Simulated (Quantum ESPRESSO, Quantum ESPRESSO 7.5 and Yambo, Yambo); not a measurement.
**SnSO (1T monolayer (Janus)): G0W0 with Yambo, start to end**

Wanted: ground state, empty states, screening and self-energy for SnSO (1T monolayer (Janus)).

Program: Quantum ESPRESSO 7.5 and Yambo 5.3.0. Level of theory: PBE and many-body steps on it, plane waves. Results are calculated unless marked as measured.

### 1. The structure

The cell holds 3 atoms: 1 Sn, 1 O and 1 S. Cell: a = 3.469 Å, b = 3.469 Å, c = 14.000 Å, α = 90.0°, β = 90.0°, γ = 120.0°. Vacuum lies along c.

The structure was relaxed with PBE. The runs that relaxed it are not among those shown.

### 2. Ground state

This step: Quantum ESPRESSO 7.5; DFT, PBE, plane waves, norm-conserving pseudopotentials.

The ground-state density comes first.

File pw.in:

```
&control
  calculation = 'scf'
  prefix = 'x'
  outdir = 'o'
  pseudo_dir = 'pseudo'
/
&system
  ibrav = 0
  nat = 3
  ntyp = 3
  ecutwfc = 84.0
  nbnd = 22
  force_symmorphic = .true.
/
&electrons
  conv_thr = 1e-10
  electron_maxstep = 80
  mixing_beta = 0.5
/
ATOMIC_SPECIES
  Sn 118.71 Sn.upf
  O 15.999 O.upf
  S 32.06 S.upf
CELL_PARAMETERS angstrom
  3.4693277090 -0.0000000002 0.0000000000
  -1.7346638543 3.0045259301 0.0000000000
  0.0000000000 0.0000000000 14.0000000000
ATOMIC_POSITIONS crystal
  Sn 0.0000000000 0.0000000000 0.5141041534
  O 0.3333333333 0.6666666667 0.5815881512
  S 0.6666666667 0.3333333333 0.4043076954
K_POINTS automatic
  12 12 1 0 0 0
```

Launch:

```
$ OMP_NUM_THREADS=1 mpirun -n 4 pw.x -nk 4 -in pw.in > pw.out
```

The program printed:

```text
Program PWSCF v.7.5 starts

     This program is part of the open-source Quantum ESPRESSO suite
     for quantum simulation of materials; please cite
         "P. Giannozzi et al., J. Phys.:Condens. Matter 21 395502 (2009);
         "P. Giannozzi et al., J. Phys.:Condens. Matter 29 465901 (2017);
         "P. Giannozzi et al., J. Chem. Phys. 152 154105 (2020);
     in publications or presentations arising from this work. More details at
     Message from routine setup:
     using ibrav=0 with symmetry is DISCOURAGED, use correct ibrav instead

     G-vector sticks info

     bravais-lattice index     =            0
     lattice parameter (alat)  =       6.5561  a.u.
     unit-cell volume          =     984.7952 (a.u.)^3
     number of atoms/cell      =            3
     number of atomic types    =            3
     number of electrons       =        34.00
     number of Kohn-Sham states=           22
     kinetic-energy cutoff     =      84.0000  Ry
     charge density cutoff     =     336.0000  Ry
     scf convergence threshold =      1.0E-10
     mixing beta               =       0.5000
     number of iterations used =            8  plain     mixing
     Exchange-correlation= PBE
                           (   1   4   3   4   0   0   0)

     celldm(1)=   6.556079  celldm(2)=   0.000000  celldm(3)=   0.000000
     celldm(4)=   0.000000  celldm(5)=   0.000000  celldm(6)=   0.000000

     crystal axes: (cart. coord. in units of alat)
               a(1) = (   1.000000  -0.000000   0.000000 )
               a(2) = (  -0.500000   0.866025   0.000000 )
               a(3) = (   0.000000   0.000000   4.035364 )

     reciprocal axes: (cart. coord. in units 2 pi/alat)
               b(1) = (  1.000000  0.577350 -0.000000 )
               b(2) = (  0.000000  1.154701 -0.000000 )
               b(3) = ( -0.000000 -0.000000  0.247809 )
     Pseudo is Norm-conserving + core correction, Zval = 22.0
     Generated using ONCVPSP code by D. R. Hamann
     Using radial grid of 1628 points,  6 beta functions with:
     Pseudo is Norm-conserving + core correction, Zval =  6.0
     Generated using ONCVPSP code by D. R. Hamann
     Using radial grid of  936 points,  5 beta functions with:
     Pseudo is Norm-conserving + core correction, Zval =  6.0
     Generated using ONCVPSP code by D. R. Hamann
     Using radial grid of 1146 points,  6 beta functions with:
     Sn               22.00   118.71000     Sn( 1.00)
     O                 6.00    15.99900     O ( 1.00)
     S                 6.00    32.06000     S ( 1.00)

      6 Sym. Ops. (no inversion) found

   Cartesian axes

     site n.     atom                  positions (alat units)
         1        Sn     tau(   1) = (   0.0000000   0.0000000   2.0745974  )
         2        O      tau(   2) = (  -0.0000000   0.5773503   2.3469199  )
         3        S      tau(   3) = (   0.5000000   0.2886751   1.6315287  )

     number of k points=    19
                       cart. coord. in units 2pi/alat
        k(    1) = (   0.0000000   0.0000000   0.0000000), wk =   0.0138889
        k(    2) = (   0.0000000   0.0962250   0.0000000), wk =   0.0833333
        k(    3) = (   0.0000000   0.1924501   0.0000000), wk =   0.0833333
        k(    4) = (   0.0000000   0.2886751   0.0000000), wk =   0.0833333
        k(    5) = (   0.0000000   0.3849002   0.0000000), wk =   0.0833333
        k(    6) = (   0.0000000   0.4811252   0.0000000), wk =   0.0833333
        k(    7) = (  -0.0000000  -0.5773503   0.0000000), wk =   0.0416667
        k(    8) = (   0.0833333   0.1443376   0.0000000), wk =   0.0833333
        k(    9) = (   0.0833333   0.2405626   0.0000000), wk =   0.1666667
        k(   10) = (   0.0833333   0.3367877   0.0000000), wk =   0.1666667
     [... 7 further rows ...]
        k(   18) = (   0.2500000   0.5292377   0.0000000), wk =   0.1666667
        k(   19) = (   0.3333333   0.5773503   0.0000000), wk =   0.0277778

     Dense  grid:   102473 G-vectors     FFT dimensions: (  40,  40, 160)

     Initial potential from superposition of free atoms

     starting charge      33.9984, renormalised to      34.0000
     Starting wfcs are   21 randomized atomic wfcs +    1 random wfcs

     per-process dynamical memory:    82.8 Mb

     Self-consistent Calculation

     iteration #  1     ecut=    84.00 Ry     beta= 0.50

     total energy              =    -498.08867986 Ry
     estimated scf accuracy    <       0.55706615 Ry

     iteration #  2     ecut=    84.00 Ry     beta= 0.50

     total energy              =    -498.14238423 Ry
     estimated scf accuracy    <       0.70014233 Ry

     iteration #  3     ecut=    84.00 Ry     beta= 0.50

     total energy              =    -498.27154011 Ry
     estimated scf accuracy    <       0.17010419 Ry

     iteration #  4     ecut=    84.00 Ry     beta= 0.50

     total energy              =    -498.29310395 Ry
     estimated scf accuracy    <       0.00609158 Ry

     iteration #  5     ecut=    84.00 Ry     beta= 0.50

     total energy              =    -498.29380232 Ry
     estimated scf accuracy    <       0.00054873 Ry

     iteration #  6     ecut=    84.00 Ry     beta= 0.50

     total energy              =    -498.29382168 Ry
     estimated scf accuracy    <       0.00004019 Ry

     iteration #  7     ecut=    84.00 Ry     beta= 0.50

     total energy              =    -498.29382916 Ry
     estimated scf accuracy    <       0.00000188 Ry

     iteration #  8     ecut=    84.00 Ry     beta= 0.50

     total energy              =    -498.29382942 Ry
     estimated scf accuracy    <       0.00000019 Ry

     iteration #  9     ecut=    84.00 Ry     beta= 0.50

     total energy              =    -498.29382945 Ry
     estimated scf accuracy    <       0.00000002 Ry

     iteration # 10     ecut=    84.00 Ry     beta= 0.50

     total energy              =    -498.29382945 Ry
     estimated scf accuracy    <          2.2E-09 Ry

     iteration # 11     ecut=    84.00 Ry     beta= 0.50

     total energy              =    -498.29382945 Ry
     estimated scf accuracy    <          1.4E-10 Ry

     iteration # 12     ecut=    84.00 Ry     beta= 0.50

     End of self-consistent calculation

          k = 0.0000 0.0000 0.0000 ( 12845 PWs)   bands (ev):

  -130.0751 -85.8817 -85.8378 -85.8378 -22.1499 -22.1013 -22.1013 -22.0192
   -22.0192 -18.8189 -13.9343  -6.1038  -3.4643  -3.4643  -2.4127  -0.8649
    -0.8649  -0.0055   3.7294   5.1589   5.3675   5.9320

          k = 0.0000 0.0962 0.0000 ( 12855 PWs)   bands (ev):

  -130.0751 -85.8817 -85.8379 -85.8379 -22.1584 -22.1022 -22.0942 -22.0242
   -22.0190 -18.7676 -13.8560  -6.1585  -3.7057  -3.5388  -2.3481  -1.3322
    -0.9288   0.2795   4.0209   5.1700   5.4670   5.8597

          k = 0.0000 0.1925 0.0000 ( 12835 PWs)   bands (ev):

  -130.0751 -85.8817 -85.8382 -85.8379 -22.1977 -22.0906 -22.0773 -22.0345
   -22.0156 -18.6236 -13.6323  -6.3739  -4.1682  -3.7393  -2.3505  -2.1322
    -1.0839   0.8670   4.0061   5.3828   5.7629   6.2246

          k = 0.0000 0.2887 0.0000 ( 12813 PWs)   bands (ev):

     [... further k-points ...]

     highest occupied, lowest unoccupied level (ev):    -0.8649   -0.0055

!    total energy              =    -498.29382945 Ry
     estimated scf accuracy    <          2.4E-11 Ry

     The total energy is the sum of the following terms:
     one-electron contribution =   -1340.10241555 Ry
     hartree contribution      =     662.06363994 Ry
     xc contribution           =     -68.76534338 Ry
     ewald contribution        =     248.51028955 Ry

     convergence has been achieved in  12 iterations

     XML data file, charge density, pseudopotentials, collected wavefunctions

=------------------------------------------------------------------------------=
   JOB DONE.
=------------------------------------------------------------------------------=
```

It took 21 s on 4 MPI ranks of Arm Neoverse V2, shared host; peak memory 0.56 GiB; 84 s of CPU time.

This step gave:

- total energy: -6779.6329 eV
- gap: 0.8594 eV
- k of the valence top: 0, 0, 0
- k of the conduction bottom: 0, 0, 0
- least direct gap: 0.8594 eV

The gap is direct, at Γ.

### 3. Bands along the symmetry lines

The cheap functional maps the bands first; the places of the edges decide which points the dearer methods must see.

File pw.in:

```
&control
  calculation = 'bands'
  prefix = 'x'
  outdir = 'o'
  pseudo_dir = 'pseudo'
/
&system
  ibrav = 0
  nat = 3
  ntyp = 3
  ecutwfc = 84.0
  nbnd = 23
  force_symmorphic = .true.
/
&electrons
  conv_thr = 1e-9
  electron_maxstep = 80
  diago_full_acc = .true.
  diago_thr_init = 5e-6
/
ATOMIC_SPECIES
  Sn 118.71 Sn.upf
  O 15.999 O.upf
  S 32.06 S.upf
CELL_PARAMETERS angstrom
  3.4693277090 -0.0000000002 0.0000000000
  -1.7346638543 3.0045259301 0.0000000000
  0.0000000000 0.0000000000 14.0000000000
ATOMIC_POSITIONS crystal
  Sn 0.0000000000 0.0000000000 0.5141041534
  O 0.3333333333 0.6666666667 0.5815881512
  S 0.6666666667 0.3333333333 0.4043076954
K_POINTS crystal
  25
  0.00000000 0.00000000 0.00000000 1
  0.06250000 0.00000000 0.00000000 1
  0.12500000 0.00000000 0.00000000 1
  0.18750000 0.00000000 0.00000000 1
  0.25000000 0.00000000 0.00000000 1
  0.31250000 0.00000000 0.00000000 1
  0.37500000 0.00000000 0.00000000 1
  0.43750000 0.00000000 0.00000000 1
  0.50000000 0.00000000 0.00000000 1
  0.47916667 0.04166667 0.00000000 1
  0.45833333 0.08333333 0.00000000 1
  0.43750000 0.12500000 0.00000000 1
  0.41666666 0.16666666 0.00000000 1
  0.39583333 0.20833333 0.00000000 1
  0.37500000 0.25000000 0.00000000 1
  0.35416666 0.29166666 0.00000000 1
  0.33333333 0.33333333 0.00000000 1
  0.29166666 0.29166666 0.00000000 1
  0.25000000 0.25000000 0.00000000 1
  0.20833333 0.20833333 0.00000000 1
  0.16666666 0.16666666 0.00000000 1
  0.12500000 0.12500000 0.00000000 1
  0.08333333 0.08333333 0.00000000 1
  0.04166667 0.04166667 0.00000000 1
  0.00000000 0.00000000 0.00000000 1
```

The program printed:

```text
[banner, memory and clock lines left out]
Program PWSCF v.7.5 starts

     Atomic positions and unit cell read from directory:
     o/x.save/

     Message from routine setup:
     using ibrav=0 with symmetry is DISCOURAGED, use correct ibrav instead

     G-vector sticks info

     bravais-lattice index     =            0
     lattice parameter (alat)  =       6.5561  a.u.
     unit-cell volume          =     984.7952 (a.u.)^3
     number of atoms/cell      =            3
     number of atomic types    =            3
     number of electrons       =        34.00
     number of Kohn-Sham states=           23
     kinetic-energy cutoff     =      84.0000  Ry
     charge density cutoff     =     336.0000  Ry
     Exchange-correlation= PBE
                           (   1   4   3   4   0   0   0)

     celldm(1)=   6.556079  celldm(2)=   0.000000  celldm(3)=   0.000000
     celldm(4)=   0.000000  celldm(5)=   0.000000  celldm(6)=   0.000000

     crystal axes: (cart. coord. in units of alat)
               a(1) = (   1.000000  -0.000000   0.000000 )
               a(2) = (  -0.500000   0.866025   0.000000 )
               a(3) = (   0.000000   0.000000   4.035364 )

     reciprocal axes: (cart. coord. in units 2 pi/alat)
               b(1) = (  1.000000  0.577350 -0.000000 )
               b(2) = (  0.000000  1.154701 -0.000000 )
               b(3) = ( -0.000000 -0.000000  0.247809 )
     Pseudo is Norm-conserving + core correction, Zval = 22.0
     Generated using ONCVPSP code by D. R. Hamann
     Using radial grid of 1628 points,  6 beta functions with:
     Pseudo is Norm-conserving + core correction, Zval =  6.0
     Generated using ONCVPSP code by D. R. Hamann
     Using radial grid of  936 points,  5 beta functions with:
     Pseudo is Norm-conserving + core correction, Zval =  6.0
     Generated using ONCVPSP code by D. R. Hamann
     Using radial grid of 1146 points,  6 beta functions with:
     Sn               22.00   118.71000     Sn( 1.00)
     O                 6.00    15.99900     O ( 1.00)
     S                 6.00    32.06000     S ( 1.00)

      6 Sym. Ops. (no inversion) found

   Cartesian axes

     site n.     atom                  positions (alat units)
         1        Sn     tau(   1) = (   0.0000000   0.0000000   2.0745974  )
         2        O      tau(   2) = (  -0.0000000   0.5773503   2.3469199  )
         3        S      tau(   3) = (   0.5000000   0.2886751   1.6315287  )

     number of k points=    25
                       cart. coord. in units 2pi/alat
        k(    1) = (   0.0000000   0.0000000   0.0000000), wk =   0.0800000
        k(    2) = (   0.0625000   0.0360844   0.0000000), wk =   0.0800000
        k(    3) = (   0.1250000   0.0721688   0.0000000), wk =   0.0800000
[...]
[... 13 further rows ...]
        k(   24) = (   0.0416667   0.0721688   0.0000000), wk =   0.0800000
        k(   25) = (   0.0000000   0.0000000   0.0000000), wk =   0.0800000

     Dense  grid:   102473 G-vectors     FFT dimensions: (  40,  40, 160)

     The potential is recalculated from file :
     o/x.save/charge-density

     Starting wfcs are   21 randomized atomic wfcs +    2 random wfcs

     Band Structure Calculation

     End of band structure calculation

          k = 0.0000 0.0000 0.0000 ( 12845 PWs)   bands (ev):

  -130.0750 -85.8817 -85.8378 -85.8378 -22.1499 -22.1012 -22.1012 -22.0191
   -22.0191 -18.8189 -13.9343  -6.1038  -3.4643  -3.4643  -2.4127  -0.8649
    -0.8649  -0.0055   3.7295   5.1589   5.3675   5.9320   5.9320

          k = 0.0625 0.0361 0.0000 ( 12867 PWs)   bands (ev):

  -130.0750 -85.8817 -85.8378 -85.8378 -22.1540 -22.1024 -22.0973 -22.0221
[...]
-0.9018   0.1647   3.9194   5.1667   5.4240   5.8646   6.0323

          k = 0.1250 0.0722 0.0000 ( 12857 PWs)   bands (ev):

[...]
-0.9994   0.5595   4.1205   5.2217   5.5888   5.9739   6.2955

[...]
k = 0.0417 0.0722 0.0000 ( 12847 PWs)   bands (ev):

[...]
-0.9201   0.2157   3.9708   5.1663   5.4425   5.8490   6.0724

          k = 0.0000 0.0000 0.0000 ( 12845 PWs)   bands (ev):

  -130.0750 -85.8817 -85.8378 -85.8378 -22.1499 -22.1012 -22.1012 -22.0191
   -22.0191 -18.8189 -13.9343  -6.1038  -3.4643  -3.4643  -2.4127  -0.8649
    -0.8649  -0.0055   3.7295   5.1589   5.3675   5.9320   5.9320

     XML data file, pseudopotentials, collected wavefunctions
```

It took 8.3 s on 4 MPI ranks; peak memory 0.4 GiB; 33 s of CPU time.

This step gave:

```
gap                        : 0.8594 eV
k of the valence top       : 0, 0, 0
k of the conduction bottom : 0, 0, 0
least direct gap           : 0.8594 eV
```

The gap is 0.859 eV, as in the run before at this level.

Electronic bands along the path, in eV, zero at the top of the highest filled band:

| point | band 14 | band 15 | band 16 | band 17 | band 18 | band 19 | band 20 | band 21 |
| --- | --- | --- | --- | --- | --- | --- | --- | --- |
| Γ | -2.60 | -1.55 | 0.00 | 0.00 | 0.86 | 4.59 | 6.02 | 6.23 |
| halfway | -3.14 | -2.14 | -1.26 | -0.40 | 2.21 | 4.52 | 6.58 | 7.13 |
| M | -3.64 | -2.38 | -1.15 | -0.68 | 1.83 | 4.93 | 6.72 | 7.28 |
| halfway | -4.08 | -2.70 | -1.27 | -1.04 | 2.46 | 5.99 | 6.65 | 7.25 |
| K | -3.97 | -3.60 | -1.39 | -0.99 | 2.92 | 6.04 | 6.93 | 7.16 |
| halfway | -3.55 | -2.03 | -1.34 | -0.85 | 2.48 | 5.04 | 6.54 | 7.48 |
| Γ | -2.60 | -1.55 | 0.00 | 0.00 | 0.86 | 4.59 | 6.02 | 6.23 |

### 4. Empty states on the mesh, 9×9×1 mesh, 96 bands

The sums over transitions need many empty states on a uniform mesh; this step solves for them.

File pw.in:

```
&control
  calculation = 'nscf'
  prefix = 'x'
  outdir = 'o'
  pseudo_dir = 'pseudo'
/
&system
  ibrav = 0
  nat = 3
  ntyp = 3
  ecutwfc = 84.0
  nbnd = 96
  force_symmorphic = .true.
/
&electrons
  conv_thr = 1e-9
  electron_maxstep = 80
  diago_full_acc = .true.
  diago_thr_init = 5e-6
/
ATOMIC_SPECIES
  Sn 118.71 Sn.upf
  O 15.999 O.upf
  S 32.06 S.upf
CELL_PARAMETERS angstrom
  3.4693277090 -0.0000000002 0.0000000000
  -1.7346638543 3.0045259301 0.0000000000
  0.0000000000 0.0000000000 14.0000000000
ATOMIC_POSITIONS crystal
  Sn 0.0000000000 0.0000000000 0.5141041534
  O 0.3333333333 0.6666666667 0.5815881512
  S 0.6666666667 0.3333333333 0.4043076954
K_POINTS automatic
  9 9 1 0 0 0
```

The program printed:

```text
[banner, memory and clock lines left out]
Program PWSCF v.7.5 starts

     Atomic positions and unit cell read from directory:
     o/x.save/

     Message from routine setup:
     using ibrav=0 with symmetry is DISCOURAGED, use correct ibrav instead

     G-vector sticks info

     bravais-lattice index     =            0
     lattice parameter (alat)  =       6.5561  a.u.
     unit-cell volume          =     984.7952 (a.u.)^3
     number of atoms/cell      =            3
     number of atomic types    =            3
     number of electrons       =        34.00
     number of Kohn-Sham states=           96
     kinetic-energy cutoff     =      84.0000  Ry
     charge density cutoff     =     336.0000  Ry
     Exchange-correlation= PBE
                           (   1   4   3   4   0   0   0)

     celldm(1)=   6.556079  celldm(2)=   0.000000  celldm(3)=   0.000000
     celldm(4)=   0.000000  celldm(5)=   0.000000  celldm(6)=   0.000000

     crystal axes: (cart. coord. in units of alat)
               a(1) = (   1.000000  -0.000000   0.000000 )
               a(2) = (  -0.500000   0.866025   0.000000 )
               a(3) = (   0.000000   0.000000   4.035364 )

     reciprocal axes: (cart. coord. in units 2 pi/alat)
               b(1) = (  1.000000  0.577350 -0.000000 )
               b(2) = (  0.000000  1.154701 -0.000000 )
               b(3) = ( -0.000000 -0.000000  0.247809 )
     Pseudo is Norm-conserving + core correction, Zval = 22.0
     Generated using ONCVPSP code by D. R. Hamann
     Using radial grid of 1628 points,  6 beta functions with:
     Pseudo is Norm-conserving + core correction, Zval =  6.0
     Generated using ONCVPSP code by D. R. Hamann
     Using radial grid of  936 points,  5 beta functions with:
     Pseudo is Norm-conserving + core correction, Zval =  6.0
     Generated using ONCVPSP code by D. R. Hamann
     Using radial grid of 1146 points,  6 beta functions with:
     Sn               22.00   118.71000     Sn( 1.00)
     O                 6.00    15.99900     O ( 1.00)
     S                 6.00    32.06000     S ( 1.00)

      6 Sym. Ops. (no inversion) found

   Cartesian axes

     site n.     atom                  positions (alat units)
         1        Sn     tau(   1) = (   0.0000000   0.0000000   2.0745974  )
         2        O      tau(   2) = (  -0.0000000   0.5773503   2.3469199  )
         3        S      tau(   3) = (   0.5000000   0.2886751   1.6315287  )

     number of k points=    12
                       cart. coord. in units 2pi/alat
        k(    1) = (   0.0000000   0.0000000   0.0000000), wk =   0.0246914
        k(    2) = (   0.0000000   0.1283001   0.0000000), wk =   0.1481481
        k(    3) = (   0.0000000   0.2566001   0.0000000), wk =   0.1481481
[...]
k(   11) = (   0.2222222   0.5132002   0.0000000), wk =   0.2962963
        k(   12) = (   0.3333333   0.5773503   0.0000000), wk =   0.0493827

     Dense  grid:   102473 G-vectors     FFT dimensions: (  40,  40, 160)

     The potential is recalculated from file :
     o/x.save/charge-density

     Starting wfcs are   21 randomized atomic wfcs +   75 random wfcs

     Band Structure Calculation

     End of band structure calculation

          k = 0.0000 0.0000 0.0000 ( 12845 PWs)   bands (ev):

  -130.0750 -85.8817 -85.8378 -85.8378 -22.1499 -22.1012 -22.1012 -22.0191
   -22.0191 -18.8189 -13.9343  -6.1038  -3.4643  -3.4643  -2.4127  -0.8649
    -0.8649  -0.0055   3.7295   5.1589   5.3675   5.9320   5.9320   7.2105
[...]
k = 0.0000 0.1283 0.0000 ( 12843 PWs)   bands (ev):

[...]
k = 0.0000 0.2566 0.0000 ( 12855 PWs)   bands (ev):

[...]
32.3876  32.6121  32.7954  33.4126  33.8480  34.0787  34.3869  35.5032
    35.7094  36.3111  36.7550  36.9965  37.5328  37.5408  38.1657  38.4624

          k = 0.0000 0.3849 0.0000 ( 12804 PWs)   bands (ev):

     [... further k-points ...]

     highest occupied, lowest unoccupied level (ev):    -0.8649   -0.0055

     XML data file, pseudopotentials, collected wavefunctions
```

Run time: 27 s. Hardware: 4 MPI ranks; peak memory 0.73 GiB.

Numbers from this step:

```yaml
gap: 0.8594 eV
k_of_the_valence_top: 0, 0, 0
k_of_the_conduction_bottom: 0, 0, 0
least_direct_gap: 0.8594 eV
k_points_computed: 12
lowest_point_of_the_top_converged_band_above_the_valence_top: 38.59 eV
```

On this mesh the gap is 0.859 eV.

(Part 1 of 2 ends here.)

[Paths, hosts, dates, memory and timing lines, banners, echoed tables and standing remarks are left out of the program output.]

[Logs are printed without paths, hosts, clocks, repeated set-up lines and the standing remarks that a program may print on its own settings, such as how far it seeks lower states.]

[Runs of the session that timed out or met a known fault of the program may be left out.]

[Hosts, paths, dates, database ids (printed as entryN), source tags and the programs' standing remarks are cut or masked in the printed files.]
